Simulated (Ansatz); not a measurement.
# AlCo (Pm-3m): from the cell to its phonons

Wanted: vibrations and spectra of AlCo (Pm-3m); the cell is already relaxed.

Calculated with Ansatz 0.2.0; DFT PBE, scalar-relativistic, plane waves, norm-conserving pseudopotentials.

**1. The starting structure**

It takes space group Pm-3m (No. 221, cubic). The conventional cell has a = 2.852 Å, b = 2.852 Å, c = 2.852 Å, α = 90.00°, β = 90.00°, γ = 90.00°. Al has 8 Co at 2.47 Å nearest. Co has 8 Al at 2.47 Å nearest. Farther neighbours are not listed.

Structure file:

```cif
data_structure
_symmetry_space_group_name_H-M 'Pm-3m'
_symmetry_Int_Tables_number 221
_cell_length_a 2.8518
_cell_length_b 2.8518
_cell_length_c 2.8518
_cell_angle_alpha 90.000
_cell_angle_beta 90.000
_cell_angle_gamma 90.000
_cell_volume 23.19
loop_
_atom_site_label
_atom_site_type_symbol
_atom_site_symmetry_multiplicity
_atom_site_Wyckoff_symbol
_atom_site_fract_x
_atom_site_fract_y
_atom_site_fract_z
_atom_site_occupancy
Al1 Al 1 a 0.00000 0.00000 0.00000 1
Co1 Co 1 b 0.50000 0.50000 0.50000 1
```

**2. Modes at Γ**

The cell comes from relaxations at this level that are not shown. The zone centre is the only wavevector solved here; it holds the modes that light can see, as far as symmetry allows. No field response is asked, since the mesh shows no gap.

input.yaml reads:

```yaml
crystal:
  lattice:
    - [2.8517689564, 0.0, 0.0]
    - [0.0, 2.8517689564, 0.0]
    - [0.0, 0.0, 2.8517689564]
  atoms:
    - { symbol: Al, position: [0.0, 0.0, 0.0] }
    - { symbol: Co, position: [0.5, 0.5, 0.5] }
kpoints:
  mp_grid: { grid: [16, 16, 16] }
hamiltonian:
  xc: pbe
  pseudopotentials: { kind: nc }
scf:
  occupations: { method: methfessel_paxton, width: 0.15 }
output:
  eigenvalues: true
phonons:
  method: dfpt
```

Command:

```bash
ansatz run input.yaml --threads 4 --pin off --max-ram 7168MiB --backend cpu --events-out ev --progress --plain --runs-dir out
```

Numbers of over 12 decimals in the logs are rounded to 6 here.

Log:

```text
Engine: ansatz 0.2.0, aarch64-unknown-linux-gnu
Pseudopotentials: kind: nc
Pseudopotential: Al, nc, valence charge 3, recommended cutoff 544.227725 eV (normal), Al.nc.azcp
Pseudopotential: Co, nc, valence charge 17, recommended cutoff 1306.14654 eV (normal), Co.nc.azcp (PseudoDojo's, or run here from an input of PseudoDojo's: the run reads no file of this project's for it)
Functional definition: PBE
  parameter kappa = 0.804
  parameter beta = 0.066725
  exchange = pbe_x(kappa = kappa, mu = beta*pi^2/3)
  correlation = pbe_c(beta = beta)
Crystal: 2 atoms, lattice volume = 23.192 Å³
Basis set: ecut = 1306.14654 eV, 2517 PW (Γ), exchange–correlation on 72×72×72 points (8 copies of the dense FFT grid, shifted against one another)
Bands: 14, of which v1, the nominal top of the filled ones, is band 10 counted from 1 (9 counted from 0)
Symmetry: 48 space group operations
k-points: 405 of 4096 (irreducible under 8 space group operations, time reversal used)
Non-local potential: Al, projectors of the file, l = 0: 2, l = 1: 2, l = 2: 2
Non-local potential: Co, projectors of the file, l = 0: 2, l = 1: 2, l = 2: 2
Initial density: superposition of atomic densities (chi_scale 0.1, normalization cell, long waves kept (reshape's long-wave potential 0.00 eV rms))
Initial wavefunctions: pseudopotential atomic-orbital guess
Functional: x = pbe(κ = 0.804, μ = 0.219515), c = pbe(β = 0.066725)
SCF iter   1: F=—  HF=-4333.095878 eV  |F-HF|=—  |Δ(HF+E_count)|=         —  Δρ=9.25e-2  dr2=1.32e0  ethr=3.10e-3  ⟨swp⟩=4.8  Hψ=28697  notcnv=0
preconditioner: auto → none  [metal: Δε(μ)=0.006 eV  Ē_g=8.568 eV  σ=0.150 eV  W_gap=0.04  n_scr=6 (ndim 8)  ℏωp=26.7 eV  f_vac=0.000  D(μ)=0.98/eV (n_scr^D=6)  sad-step TF]
SCF iter   2: F=—  HF=-4332.925418 eV  |F-HF|=—  |Δ(HF+E_count)|=   1.70e-1  S|Δr|=    0.00e0  Δρ=7.81e-2  dr2=4.99e-1  ethr=3.10e-3  ⟨swp⟩=2.1  Hψ=10464  notcnv=0  defer=18
SCF iter   3: F=—  HF=-4332.823458 eV  |F-HF|=—  |Δ(HF+E_count)|=   1.02e-1  S|Δr|=    0.00e0  Δρ=3.05e-2  dr2=1.61e-1  ethr=2.49e-3  ⟨swp⟩=2.6  Hψ=11120  notcnv=0  defer=18
SCF iter   4: F=—  HF=-4332.793043 eV  |F-HF|=—  |Δ(HF+E_count)|=   3.04e-2  S|Δr|=    0.00e0  Δρ=1.23e-2  dr2=2.36e-2  ethr=8.03e-4  ⟨swp⟩=1.0  Hψ=7051  notcnv=0  defer=13
SCF iter   5: F=—  HF=-4332.787400 eV  |F-HF|=—  |Δ(HF+E_count)|=   5.64e-3  S|Δr|=    0.00e0  Δρ=2.76e-3  dr2=1.23e-3  ethr=1.18e-4  ⟨swp⟩=1.1  Hψ=5853  notcnv=0  defer=13
SCF iter   6: F=—  HF=-4332.787114 eV  |F-HF|=—  |Δ(HF+E_count)|=   2.86e-4  S|Δr|=    0.00e0  Δρ=2.61e-4  dr2=1.13e-5  ethr=6.16e-6  ⟨swp⟩=1.7  Hψ=8039  notcnv=0  defer=13
SCF iter   7: F=—  HF=-4332.787110 eV  |F-HF|=—  |Δ(HF+E_count)|=   3.43e-6  S|Δr|=    0.00e0  Δρ=2.20e-5  dr2=2.57e-8  ethr=5.63e-8  ⟨swp⟩=2.2  Hψ=9436  notcnv=0  defer=13
SCF iter   8: F=—  HF=-4332.787110 eV  |F-HF|=—  |Δ(HF+E_count)|=   7.16e-8  S|Δr|=    0.00e0  Δρ=4.22e-6  dr2=3.20e-9  ethr=1.29e-10  ⟨swp⟩=2.9  Hψ=10937  notcnv=0  defer=13
SCF iter   9: F=-4332.787110 eV  HF=-4332.787110 eV  |F-HF|=9.09e-13  |Δ(HF+E_count)|=  3.87e-10  S|Δr|=    0.00e0  Δρ=2.30e-7  dr2=1.57e-12  ethr=1.00e-12  ⟨swp⟩=6.9  Hψ=37388  notcnv=0
SCF 1 converged in 9 iterations: F = -4332.787110 eV  dr2 = 1.57e-12
DFPT response loops at Γ: preconditioner auto → Kerker (q_TF=auto, 2.662 Å⁻¹) (partly filled bands, converged f_vac=0.004); β = 1.00, the filter's whole step (`scf.mixing.beta` (0.50) is not read by the response loops under this deck's `scf.mixing.preconditioner`; to damp them name `kerker` or `kerker_dos`, under which they read `scf.mixing.beta`, and type it under 1.00, their step now; both keys bind the ground state too); Broyden in place of MSR1
SCF converged after 9 iterations
Stability not checked: this state was not tested for a lower state beside it, because cold or Methfessel-Paxton smearing, or corrected tetrahedra, fill the levels in a way that the test cannot read (fill_not_monotonic; see scf.lower_state_search)
Free energy (F): -4332.787110 eV
Harris-Foulkes:  -4332.787110 eV  (|F-HF|=9.09e-13)
Internal energy: -4332.788521 eV  (E = F + TS)
E sigma→0 (E₀):  -4332.787463 eV
Entropy (-TS):   0.001410 eV (0.705 meV/atom)
Fermi energy:    14.675038 eV
Step filling:    the computed levels leave a gap of 0.0004 eV = 0.0 smearing widths at the electron count; against every level under it full and every level over it empty, smearing changes F+E_penalty+E_count by +0.261 meV and its σ→0 estimate by -0.091 meV
--- Per-component energies (eV) ---
  E_band       = -280.562535
  E_kinetic    = 1873.369650
  E_local      = -3881.189930  (includes V_loc(G=0)·N_el)
  E_nonlocal   = -501.237229
  E_hartree    = 1416.746422
  E_xc         = -899.304998
  E_vxc        = -604.997908  (∫ρ·V_xc dr)
  E_ewald      = -2341.172435
  E_smearing   = 0.001410  (= −TS)
  E_closure    = 0.000000  (closes the sum)
  Σ components = -4332.787110   (vs F -4332.787110, Δ=0.00e0)
--- Band table (eV; the first three rows and the last of 405) ---
  k-point 0: bands = [... 6 lower, 11.6881, 13.8547, 13.8547, 13.8547, 20.5957, 20.5957, 20.5957, 23.3824]
  k-point 1: bands = [... 6 lower, 11.7087, 13.8140, 13.8140, 13.8590, 19.8543, 20.7000, 20.7000, 23.3729]
  k-point 2: bands = [... 6 lower, 11.7680, 13.7023, 13.7023, 13.8710, 18.5297, 21.0029, 21.0029, 23.3445]
  k-point 404: bands = [... 6 lower, 10.7353, 14.4463, 14.4463, 17.0243, 17.0243, 17.0243, 18.7239, 19.9934]
--- Phonons (Γ-DFPT): 2 representative perturbations + reference, on 405 of 4096 k-points (Σ response iterations 6) ---
  k mesh reduced under 8 symmetry operations, with k and −k counted as one. Each operation leaves every solved perturbation unchanged. A smaller set is not used because it would not reduce the number of displacements times k-points to solve
  ASR residual: 7.814e-5 → 0.000e0 eV/Å²; symmetrization residual: 8.927e-6 eV/Å²
  ASR residual per site (eV/Å²): 2.05e-5 7.81e-5
  Γ frequencies (cm⁻¹): 0.00 0.00 0.00 327.24 327.24 327.24
  non-analytic LO–TO correction: not included (Born effective charges unavailable; polar crystals: no LO–TO splitting at Γ)
```

Elapsed: 7.7 min, on 4 threads of Arm Neoverse N1, shared host; peak memory 1.7 GiB.

Reading the cycles: dr2 is the Hartree energy of the density residual (eV), the measure of convergence; HF is the Harris–Foulkes estimate of the energy, which meets the free energy F at convergence.

Numbers from this step:

```yaml
volume_per_atom: 11.60 Å³
gap_on_the_k_mesh: 0 eV
sum_rule_residual_before_enforcement: 7.81e-5 eV/Å²
point_group: m-3m
highest_optical_mode_at_the_zone_centre_no_lo_to_term: 327.2 cm⁻¹
lowest_optical_zone_centre_mode: 327.2 cm⁻¹
```

Patterns of degenerate modes are one choice out of their space. The modes at Γ (shares of kinetic energy by element, %):

```csv
mode,frequency (cm⁻¹),symmetry,Al %,Co %
1,0.0,acoustic,31,69
2,0.0,acoustic,31,69
3,0.0,acoustic,31,69
4,327.2,T1u,69,31
5,327.2,T1u,69,31
6,327.2,T1u,69,31
```

Displacements in mode 6 (327.2 cm⁻¹), the largest set to 1:
```
Al1  0.00  0.00  1.00
Co2  0.00  0.00 -0.46
```

Before it was imposed, the acoustic sum rule was missed by 7.8e-5 eV/Å². Small misses are needed for a sound result but don't prove that mesh and cutoff are converged. The lowest optical mode is real, 327 cm⁻¹.

**3. Summary of results**

```
space group (within 0.01 Å)                             : Pm-3m
volume per atom                                         : 11.6 Å³
electronic character                                    : no gap on this mesh
highest optical mode at the zone centre (no LO-TO term) : 327 cm⁻¹
lowest optical zone-centre mode                         : 327 cm⁻¹
imaginary modes at Γ (the only wavevector solved)       : none
```

In words: The structure is stable against zone-centre distortions, since no mode there is imaginary; other wavevectors were not solved, so zone-boundary instabilities are untested. The optical modes at Γ form one degenerate level at 327 cm⁻¹. No dispersion was computed. The highest mode in this list at Γ, 327.2 cm⁻¹, has its largest share on Al (69 % of the kinetic energy). With no gap, or one that is small against the smearing, the frequencies hang on the k mesh and the smearing, most of all near Kohn anomalies. The phonon runs are without spin polarisation, although Co often carries a moment. These are harmonic frequencies at zero temperature: anharmonic shifts, linewidths and thermal expansion are left out.

[Logs are printed without paths, hosts, clocks, repeated set-up lines and the standing remarks that a program may print on its own settings, such as how far it seeks lower states.]

[Hosts, paths, dates, database ids (printed as entryN), source tags and the programs' standing remarks are cut or masked in the printed files.]
